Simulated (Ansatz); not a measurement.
## CrSi2P4 monolayer in a perpendicular field

Aim: how the CrSi2P4 monolayer screens a field along its normal, and what the field does to its bands. A positive field points along +c.

Program: Ansatz 0.2.0. Level of theory: plane-wave DFT, PBE-D3(BJ), Ansatz PAW. Results are calculated unless marked as measured.

**1. Starting point**

The cell holds 7 atoms: 4 P, 2 Si and 1 Cr. Cell: a = 3.480 Å, b = 3.480 Å, c = 46.552 Å, α = 90.0°, β = 90.0°, γ = 120.0°. Vacuum lies along c.

**2. Relaxing the slab**

The starting cell is a guess, so the in-plane lattice and the atoms are relaxed first, with the slab cut off from its images along the normal.

Contents of input.yaml:

```yaml
crystal:
  lattice:
    - [3.48, 0.0, 0.0]
    - [-1.74, 3.0137684052, 0.0]
    - [0.0, 0.0, 46.5519100283]
  atoms:
    - { symbol: P, position: [0.0, 0.0, 0.4167390766] }
    - { symbol: Si, position: [0.3333333333, 0.6666666667, 0.4305824987] }
    - { symbol: P, position: [0.3333333333, 0.6666666667, 0.4759082436] }
    - { symbol: Cr, position: [0.0, 0.0, 0.5], spin: 1.0 }
    - { symbol: P, position: [0.3333333333, 0.6666666667, 0.5240917564] }
    - { symbol: Si, position: [0.3333333333, 0.6666666667, 0.5694175013] }
    - { symbol: P, position: [0.0, 0.0, 0.5832609234] }
  periodic: [true, true, false]
magnetization:
  spin_polarized: true
kpoints:
  mp_grid: { grid: [12, 12, 1] }
hamiltonian:
  xc: pbe
  dispersion: d3bj
scf:
  occupations: { method: fermi_dirac, width: 0.05 }
  convergence: { dr2_threshold: 1.0e-09 }
relax:
  f_tol: 0.004
  max_steps: 90
  cell: {}
output:
  write_potential: true
  write_density: true
  volumetric_format: npy
```

Run with:

```
> ansatz run input.yaml --threads 2 --pin off --max-ram 3072MiB --backend cpu --events-out ev --progress --plain --runs-dir out
```

Numbers of over 12 decimals in the logs are rounded to 6 here.

Output:

```text
Warning: relax.cell: scf.convergence.dr2_threshold = 1e-9 eV is looser than the 2.22130330985e-10 eV advised for a relaxation that steers and ends on the stress (1e-10 eV for each atom of the cell: 7, times the square of relax.cell.stress_2d_tol = 0.05 N/m over 17.8 Å (the atoms' height at the walk's start and 5 Å past either face), 2.817e-2 GPa, over a crystal's default 0.05). What an SCF threshold leaves in a stress goes as its square root, and in the free energy as the threshold itself, and one threshold admits the most on a small cell: [figures from the program's tests cut] Set scf.convergence.dr2_threshold to 2.22130330985e-10 eV or tighter. [rest of the remark cut]
Engine: ansatz 0.2.0, x86_64-unknown-linux-gnu
Pseudopotentials: kind: paw
Pseudopotential: P, paw, valence charge 5, recommended cutoff 420 eV (normal), P.paw.azcp
Pseudopotential: Si, paw, valence charge 4, recommended cutoff 420 eV (normal), Si.paw.azcp
Pseudopotential: Cr, paw, valence charge 14, recommended cutoff 420 eV (normal), Cr.paw.azcp
Functional definition: PBE
  parameter kappa = 0.804
  parameter beta = 0.066725
  exchange = pbe_x(kappa = kappa, mu = beta*pi^2/3)
  correlation = pbe_c(beta = beta)
Crystal: 7 atoms, lattice volume = 488.232 Å³
Basis set: ecut = 420 eV, 9533 PW (Γ), exchange–correlation on 48×48×640 points (8 copies of the dense FFT grid, shifted against one another)
Bands: 29, of which v1, the nominal top of the filled ones, is band 21 counted from 1 (20 counted from 0)
Symmetry: 12 space group operations
Space group: P-6m2 (ITA 187), of the structure as read, at distance tolerance 7.9e-5 Å
Magnetic group: BNS 187.209 (UNI 1439), of the structure as read, at distance tolerance 7.9e-5 Å
k-points: 19 of 144 (time reversal used)
Non-local potential: P, projectors of the file, l = 0: 2, l = 1: 2, l = 2: 2
Non-local potential: Si, projectors of the file, l = 0: 2, l = 1: 2, l = 2: 2
Non-local potential: Cr, projectors of the file, l = 0: 3, l = 1: 2, l = 2: 3, l = 3: 1
PAW form: soft (Blöchl's): semilocal exchange-correlation on the pseudo side does not see the compensation charge
PAW one-centre angular grid: P, 110 points (default); XC on 64 Gauss nodes
PAW one-centre angular grid: Si, 110 points (default); XC on 64 Gauss nodes
PAW one-centre angular grid: Cr, 590 points (default); XC on 64 Gauss nodes
Initial density: superposition of atomic densities (neutral atoms: chi_scale 0, normalization atom)
Starting moments: Σ|m| = 1 μB on 1 of 7 sites
Initial wavefunctions: pseudopotential atomic-orbital guess
Functional: x = pbe(κ = 0.804, μ = 0.219515), c = pbe(β = 0.066725)
SCF iter   1: F=—  HF=-7676.865043 eV  |F-HF|=—  |Δ(HF+E_count)|=         —  Δρ=2.94e-2 (↑2.94e-2 ↓2.34e-2)  dr2=1.46e1  dr2_m=9.27e-2  M=0.539 μB ∫|m|=0.789 μB  β_m=0.30  ethr=3.10e-3  ⟨swp⟩=17.6  Hψ=10652  notcnv=0
Mixer restart at iter 1: flushing history
preconditioner: auto → LDOS  [metal: Δε(μ)=0.033 eV  Ē_g=8.723 eV  σ=0.050 eV  W_gap=0.16  n_scr=26 (ndim 8)  ℏωp=9.8 eV  f_vac=0.737  D(μ)=1.93/eV (n_scr^D=12)]
spin=Collinear: LDOS preconditioning applied to the charge; magnetization (m = ρ↑ − ρ↓) channel mixes plain (no charge-response kernel on spin).
SCF iter   2: F=—  HF=-7674.176238 eV  |F-HF|=—  |Δ(HF+E_count)|=    2.69e0  Δρ=1.41e-2 (↑1.41e-2 ↓1.22e-2)  dr2=3.29e0  dr2_m=3.52e-2  M=0.577 μB ∫|m|=0.825 μB  β_m=0.43  ethr=3.10e-3  ⟨swp⟩=4.0  Hψ=2854  notcnv=0  defer=68
SCF iter   3: F=—  HF=-7673.504208 eV  |F-HF|=—  |Δ(HF+E_count)|=   6.72e-1  Δρ=4.13e-3 (↑3.75e-3 ↓4.13e-3)  dr2=1.87e-1  dr2_m=9.22e-3  M=0.594 μB ∫|m|=0.821 μB  β_m=0.57  ethr=3.10e-3  ⟨swp⟩=3.8  Hψ=2765  notcnv=0  defer=69
SCF iter   4: F=—  HF=-7673.511318 eV  |F-HF|=—  |Δ(HF+E_count)|=         —  Δρ=1.32e-3 (↑1.32e-3 ↓1.09e-3)  dr2=9.39e-3  dr2_m=4.25e-3  M=0.564 μB ∫|m|=0.751 μB  β_m=0.57  ethr=4.45e-4  ⟨swp⟩=4.1  Hψ=2593  notcnv=0  defer=61
SCF iter   5: F=—  HF=-7673.515189 eV  |F-HF|=—  |Δ(HF+E_count)|=   3.87e-3  Δρ=6.29e-4 (↑2.85e-4 ↓6.29e-4)  dr2=7.05e-4  dr2_m=7.05e-4  M=0.577 μB ∫|m|=0.754 μB  β_m=0.71  ethr=2.24e-5  ⟨swp⟩=3.4  Hψ=2557  notcnv=0  defer=61
SCF iter   6: F=—  HF=-7673.516575 eV  |F-HF|=—  |Δ(HF+E_count)|=   1.39e-3  Δρ=1.95e-4 (↑1.95e-4 ↓1.78e-4)  dr2=6.45e-4  dr2_m=1.20e-4  M=0.581 μB ∫|m|=0.749 μB  β_m=0.69  ethr=1.68e-6  ⟨swp⟩=3.1  Hψ=2352  notcnv=0  defer=61
SCF iter   7: F=—  HF=-7673.516581 eV  |F-HF|=—  |Δ(HF+E_count)|=   6.10e-6  Δρ=5.84e-5 (↑5.84e-5 ↓5.63e-5)  dr2=2.79e-5  dr2_m=1.21e-5  M=0.583 μB ∫|m|=0.748 μB  β_m=0.70  ethr=1.53e-6  ⟨swp⟩=2.9  Hψ=1992  notcnv=0  defer=61
SCF iter   8: F=—  HF=-7673.516550 eV  |F-HF|=—  |Δ(HF+E_count)|=   3.10e-5  Δρ=2.32e-5 (↑2.32e-5 ↓1.73e-5)  dr2=2.92e-6  dr2_m=1.30e-6  M=0.585 μB ∫|m|=0.747 μB  β_m=0.74  ethr=6.64e-8  ⟨swp⟩=3.2  Hψ=2382  notcnv=0  defer=61
SCF iter   9: F=—  HF=-7673.516559 eV  |F-HF|=—  |Δ(HF+E_count)|=   8.67e-6  Δρ=4.86e-6 (↑4.86e-6 ↓3.62e-6)  dr2=7.18e-8  dr2_m=5.10e-8  M=0.585 μB ∫|m|=0.747 μB  β_m=0.76  ethr=6.95e-9  ⟨swp⟩=2.9  Hψ=2307  notcnv=0  defer=61
SCF iter  10: F=—  HF=-7673.516559 eV  |F-HF|=—  |Δ(HF+E_count)|=   6.55e-7  Δρ=1.74e-6 (↑1.74e-6 ↓1.66e-6)  dr2=5.93e-9  dr2_m=1.19e-8  M=0.585 μB ∫|m|=0.747 μB  β_m=0.88  ethr=1.71e-10  ⟨swp⟩=3.8  Hψ=2733  notcnv=0  defer=61
SCF iter  11: F=—  HF=-7673.516559 eV  |F-HF|=—  |Δ(HF+E_count)|=   1.13e-7  Δρ=7.19e-7 (↑7.19e-7 ↓6.40e-7)  dr2=1.16e-9  dr2_m=1.88e-9  M=0.585 μB ∫|m|=0.747 μB  β_m=0.94  ethr=1.41e-11  ⟨swp⟩=3.2  Hψ=2434  notcnv=0  defer=61
SCF iter  12: F=-7673.516559 eV  HF=-7673.516559 eV  |F-HF|=3.05e-9  |Δ(HF+E_count)|=   1.04e-8  Δρ=1.65e-7 (↑1.65e-7 ↓1.44e-7)  dr2=3.72e-10  dr2_m=3.88e-11  M=0.585 μB ∫|m|=0.747 μB  ethr=2.38e-12  ⟨swp⟩=8.8  Hψ=8814  notcnv=0
SCF 1 converged in 12 iterations: F = -7673.516559 eV  dr2 = 3.72e-10
  greatest PAW one-centre occupation: 1.000 electrons in one spin orbital (limit 2), on the Cr atom at site 3 (counted from 0), in its partial waves of l = 0
relax step   1: F+E_penalty+E_count = -7673.51655938 eV  Δ(F+E_penalty+E_count) = +0.000e0 eV  max|allowed force component| = 3.472e0 eV/Å  Δτ_max = 0.0000 Å  P = +10.655 N/m  Ω = 488.232 Å³  fix = [c, alpha, beta]  reactions: c +0.000 N/m  (12 SCF iters, accepted)
Crystal: 7 atoms, lattice volume = 490.032 Å³
Basis set: ecut = 420 eV, 9569 PW (Γ), exchange–correlation on 48×48×640 points (8 copies of the dense FFT grid, shifted against one another)
Initial density: handed on by an earlier stage of this run
Starting moments: Σ|m| = 1 μB on 1 of 7 sites; this step starts from the density that it was given
[...]
Initial wavefunctions: pseudopotential atomic-orbital guess (no wavefunctions were taken with the density)
iter 1 solved again at ethr=1.70e-7 eV; its pass at ethr=3.10e-3 eV (dr2=7.13e-5 eV) is discarded
SCF iter   1: F=—  HF=-7675.946438 eV  |F-HF|=—  |Δ(HF+E_count)|=         —  Δρ=1.56e-5 (↑1.56e-5 ↓1.56e-5)  dr2=3.95e-6  dr2_m=9.32e-15  M=0.000 μB ∫|m|=0.000 μB  β_m=0.65  ethr=1.70e-7  ⟨swp⟩=5.8  Hψ=15022  notcnv=0
preconditioner: auto → Resta (q_TF=auto, 1.833 Å⁻¹)  ε∞=2.7  [insulator: Δε(μ)=0.431 eV  Ē_g=7.817 eV  σ=0.050 eV  W_gap=0.97  n_scr=26 (ndim 8)  ℏωp=10.1 eV  f_vac=0.712  D(μ)=0.04/eV (n_scr^D=0)  ε∞_Penn≈2.7  vacuum switching on, ρ_ref=4.4e-3 e/Å³]
spin=Collinear: Resta preconditioning applied to the charge; magnetization (m = ρ↑ − ρ↓) channel mixes plain (no charge-response kernel on spin).
SCF iter   2: F=—  HF=-7675.946389 eV  |F-HF|=—  |Δ(HF+E_count)|=   4.91e-5  Δρ=8.02e-6 (↑8.01e-6 ↓8.02e-6)  dr2=1.52e-6  dr2_m=1.35e-14  M=-0.000 μB ∫|m|=0.000 μB  β_m=0.40  ethr=9.40e-9  ⟨swp⟩=3.6  Hψ=2444  notcnv=0
SCF iter   3: F=—  HF=-7675.946390 eV  |F-HF|=—  |Δ(HF+E_count)|=   1.11e-6  Δρ=3.91e-6 (↑3.91e-6 ↓3.91e-6)  dr2=4.14e-8  dr2_m=3.65e-14  M=-0.000 μB ∫|m|=0.000 μB  β_m=0.51  ethr=3.62e-9  ⟨swp⟩=2.1  Hψ=1793  notcnv=0
SCF iter   4: F=—  HF=-7675.946391 eV  |F-HF|=—  |Δ(HF+E_count)|=   8.03e-7  Δρ=1.85e-6 (↑1.85e-6 ↓1.85e-6)  dr2=1.67e-7  dr2_m=5.51e-15  M=-0.000 μB ∫|m|=0.000 μB  β_m=0.51  ethr=9.85e-11  ⟨swp⟩=4.2  Hψ=2754  notcnv=0
SCF iter   5: F=—  HF=-7675.946392 eV  |F-HF|=—  |Δ(HF+E_count)|=   3.12e-7  Δρ=1.37e-6 (↑1.37e-6 ↓1.37e-6)  dr2=5.05e-8  dr2_m=4.22e-15  M=-0.000 μB ∫|m|=0.000 μB  β_m=0.58  ethr=9.85e-11  ⟨swp⟩=2.7  Hψ=2040  notcnv=0
SCF iter   6: F=—  HF=-7675.946392 eV  |F-HF|=—  |Δ(HF+E_count)|=   3.15e-7  Δρ=4.16e-7 (↑4.16e-7 ↓4.16e-7)  dr2=9.32e-9  dr2_m=3.90e-15  M=-0.000 μB ∫|m|=0.000 μB  β_m=0.68  ethr=9.85e-11  ⟨swp⟩=3.3  Hψ=2194  notcnv=0
SCF iter   7: F=—  HF=-7675.946392 eV  |F-HF|=—  |Δ(HF+E_count)|=   3.63e-8  Δρ=1.07e-7 (↑1.07e-7 ↓1.07e-7)  dr2=1.64e-10  dr2_m=3.49e-15  M=0.000 μB ∫|m|=0.000 μB  β_m=0.75  ethr=2.22e-11  ⟨swp⟩=3.7  Hψ=2491  notcnv=0
SCF iter   8: F=—  HF=-7675.946392 eV  |F-HF|=—  |Δ(HF+E_count)|=  8.73e-11  Δρ=6.52e-8 (↑6.46e-8 ↓6.52e-8)  dr2=1.04e-10  dr2_m=7.13e-16  M=-0.000 μB ∫|m|=0.000 μB  β_m=0.82  ethr=1.00e-12  ⟨swp⟩=3.2  Hψ=2293  notcnv=0
SCF iter   9: F=-7675.946392 eV  HF=-7675.946392 eV  |F-HF|=4.37e-11  |Δ(HF+E_count)|=  2.26e-10  Δρ=5.27e-8 (↑5.27e-8 ↓5.26e-8)  dr2=8.64e-11  dr2_m=3.98e-17  M=-0.000 μB ∫|m|=0.000 μB  ethr=1.00e-12  ⟨swp⟩=10.3  Hψ=8358  notcnv=0
the starting moments were not kept: the SCF closed with an absolute magnetisation of 6.1e-9 μB, where they sum to 1 μB in size (1 site). That is at most 0.1 of that sum. Measured as dr2_m measures the in/out step, that magnetisation stands 1.6e-18 eV from none, at or under the dr2_threshold of 1.0e-9 eV: it is no larger than a step whose dr2_m would equal this threshold.
SCF 9 converged in 9 iterations: F = -7675.946392 eV  dr2 = 8.64e-11
relax step   9: F+E_penalty+E_count = -7675.94639196 eV  Δ(F+E_penalty+E_count) = +9.467e-4 eV  max|allowed force component| = 3.840e-3 eV/Å  Δτ_max = 0.0000 Å  P = -0.033 N/m  Ω = 457.075 Å³  fix = [c, alpha, beta]  reactions: c +0.000 N/m  stress off target by 3.34e-2 N/m on what of the cell is left free  SCF on the basis re-selected at this cell (its energy is not comparable with the rows above)  (9 SCF iters)
basis re-selected at this cell: Δ(F+E_penalty+E_count) = +9.467e-4 eV, ΔP = -0.019 N/m vs the last step (what re-selecting the basis moved, of the pressure what is left beyond the Pulay correction that the steps carried, after the strain that the cell walked since its last selection, with what the two solves' SCF thresholds leave and, on support functions, any second-order correction that the steps lacked; it is no m [...]
WARN: The output density's exchange-correlation potential varies sharply where the density is thin. Do not read a vacuum level from v_tot or v_xc, or from such a field of the output density. On a cell that repeats whose density bears no net charge and no dipole along the vacuum's axis use v_es (v_loc + v_h of the components); under efield.dipole_correction with no amplitude use v_es + v_field, which holds any externa [...]
SCF converged after 9 iterations
Magnetization: -0.0000 μB (21.0000 up, 21.0000 down)
Absolute magnetization: 0.0000 μB (∫|ρ↑−ρ↓|, with the PAW one-centre terms)
Spin contamination: 0.0000 ħ² per cell (⟨S²⟩ above its minimum at these occupations)
Per-site moments (μB) at R_I (Å): [(-1.3480336748239072e-10, 0.914909), (1.6858583552377667e-10, 0.914909), (2.811852166949464e-10, 0.927172), (-9.740087464384831e-10, 0.967814), (2.811852151675896e-10, 0.927172), (1.6858582972947143e-10, 0.914909), (-1.3480335197129602e-10, 0.914909)]
Free energy (F): -7675.946392 eV
Harris-Foulkes:  -7675.946392 eV  (|F-HF|=4.37e-11)
Internal energy: -7675.945768 eV  (E = F + TS)
E sigma→0 (E₀):  -7675.946080 eV
Entropy (-TS):   -0.000624 eV (-0.089 meV/atom)
Fermi energy:    -5.188167 eV
--- Per-component energies (eV) ---
  E_band       = -797.895419
  E_kinetic    = 712.795672
  E_local      = -138466.820924  (includes V_loc(G=0)·N_el)
  E_nonlocal   = 266.346713
  E_hartree    = 68741.765366
  E_xc         = -499.067722
  E_vxc        = -518.700287  (∫ρ·V_xc dr)
  E_paw        = -4498.369164  (= ΣΔE_a)
  E_vpaw       = -275.049074  (= ΣTr[D̂ρ^β])
  E_aug_tail   = 0.000399  (compensation charges beyond the density's cutoff)
  E_ewald      = 66069.758441
  E_disp       = -2.354548  (pairwise vdW)
  E_smearing   = -0.000624  (= −TS)
  E_closure    = -0.000000  (closes the sum)
  Σ components = -7675.946392   (vs F -7675.946392, Δ=0.00e0)
--- Forces (eV/Å), atoms counted from 1 ---
  atom   1  P      0.00000000    -0.00000000    -0.00268843
  atom   2  Si    -0.00000000     0.00000000     0.00384006
  atom   3  P      0.00000000    -0.00000000     0.00338036
  atom   4  Cr    -0.00000000     0.00000000     0.00000000
  atom   5  P      0.00000000    -0.00000000    -0.00338036
  atom   6  Si    -0.00000000     0.00000000    -0.00384006
  atom   7  P      0.00000000    -0.00000000     0.00268843
  max |Σ_I F_I| component: 3.89e-16 eV/Å
--- 2D stress c σ (N/m, compression-positive) ---
       -0.033409       0.000000       0.000000
        0.000000      -0.033409       0.000000
        0.000000       0.000000       0.000000
  P = ½ c Tr σ = -0.0334 N/m
--- Band table (eV; the first three rows and the last of 38) ---
  k-point 0 ↑: bands = [... 17 lower, -5.8007, -5.7554, -5.7554, -5.4370, -2.5484, -2.5484, -2.3774, -2.3774, ... 4 higher]
  k-point 1 ↑: bands = [... 17 lower, -6.0674, -6.0213, -5.9542, -5.4307, -2.8623, -2.7632, -2.4633, -2.4357, ... 4 higher]
  k-point 2 ↑: bands = [... 17 lower, -6.4931, -6.3526, -6.2100, -5.5543, -3.4328, -3.3380, -2.8323, -2.2495, ... 4 higher]
  k-point 18 ↓: bands = [... 17 lower, -8.0378, -6.9558, -6.3394, -5.5276, -4.9996, -4.2219, -4.1045, -3.2739, ... 4 higher]
  the weakly bound empty levels are not read free of the cell's end (no_gap_told)
--- Relaxed structure (8 steps of the walk, 8 accepted, 1 SCFs on fresh bases) ---
  F+E_penalty+E_count = -7675.94639196 eV   max|allowed force component| = 3.840e-3 eV/Å   (the final SCF, on the basis selected at the relaxed cell)
  cell:  # Å, volume = 457.0747 Å³
    - [3.367127, 0.0, 0.0]
    - [-1.683564, 2.916018, 0.0]
    - [0.0, 0.0, 46.5519100283]
  atoms:
    - { symbol: P, position: [1.0573552618554987e-17, -5.135725556199063e-17, 0.400561] }
    - { symbol: Si, position: [0.333333, 0.666667, 0.423498] }
    - { symbol: P, position: [0.333333, 0.666667, 0.471782] }
    - { symbol: Cr, position: [1.0573552618554987e-17, -5.135725556199063e-17, 0.500000] }
    - { symbol: P, position: [0.333333, 0.666667, 0.528218] }
    - { symbol: Si, position: [0.333333, 0.666667, 0.576502] }
    - { symbol: P, position: [1.0573552618554987e-17, -5.135725556199063e-17, 0.599439] }
```

Wall time 3.8 min (2 threads of Intel Xeon Platinum 8375C at 2.90GHz (Ice Lake), shared host); peak memory 1 GiB.

The steps of the relaxation:

```
step  energy less that of the first step (eV)  largest force component (eV/Å)  volume (Å³)
   1                                   0.0000                          3.4721       488.23
   2                                  -1.1278                          2.3174       490.03
   3                                  -1.8113                          0.8150       486.41
   4                                  -2.2760                          0.5610       477.80
   5                                  -2.4225                          0.3412       453.47
   6                                  -2.4302                          0.0868       456.73
   7                                  -2.4307                          0.0156       457.35
   8                                  -2.4308                          0.0038       457.07
  9*                                  -2.4298                          0.0038       457.07
```

Relaxation steps marked * repeat the geometry before them on a plane-wave basis chosen anew for their cell, so energy and pressure can jump there.

Forces are held to the 12 operations that the run works with; a distortion that breaks them can't arise in this run.

```
cell as run  before  after  change
      a (Å)   3.480  3.367  -3.2 %
      b (Å)   3.480  3.367  -3.2 %
```

The atoms that moved most (Å, along periodic axes as changes of fractional coordinates times the final cell, across vacuum about the mean position):

```
atom     dx     dy      dz  length
  P1  0.000  0.000  -0.753   0.753
  P7  0.000  0.000   0.753   0.753
 Si2  0.000  0.000  -0.330   0.330
 Si6  0.000  0.000   0.330   0.330
  P3  0.000  0.000  -0.192   0.192
  P5  0.000  0.000   0.192   0.192
```

This step gave:

| Quantity | Value |
| --- | --- |
| energy at zero smearing | -7675.9461 eV |

The lattice constant a goes from 3.480 to 3.367 Å.

[end of part 1 of 3]

[Logs are printed without paths, hosts, clocks, repeated set-up lines and the standing remarks that a program may print on its own settings, such as how far it seeks lower states.]

[Hosts, paths, dates, database ids (printed as entryN), source tags and the programs' standing remarks are cut or masked in the printed files.]

[Maps of the electrostatic potential energy from Ansatz leave out the sawtooth potential of an applied field or a dipole correction, so their vacuum need not be flat; planar profiles and work functions include it.]
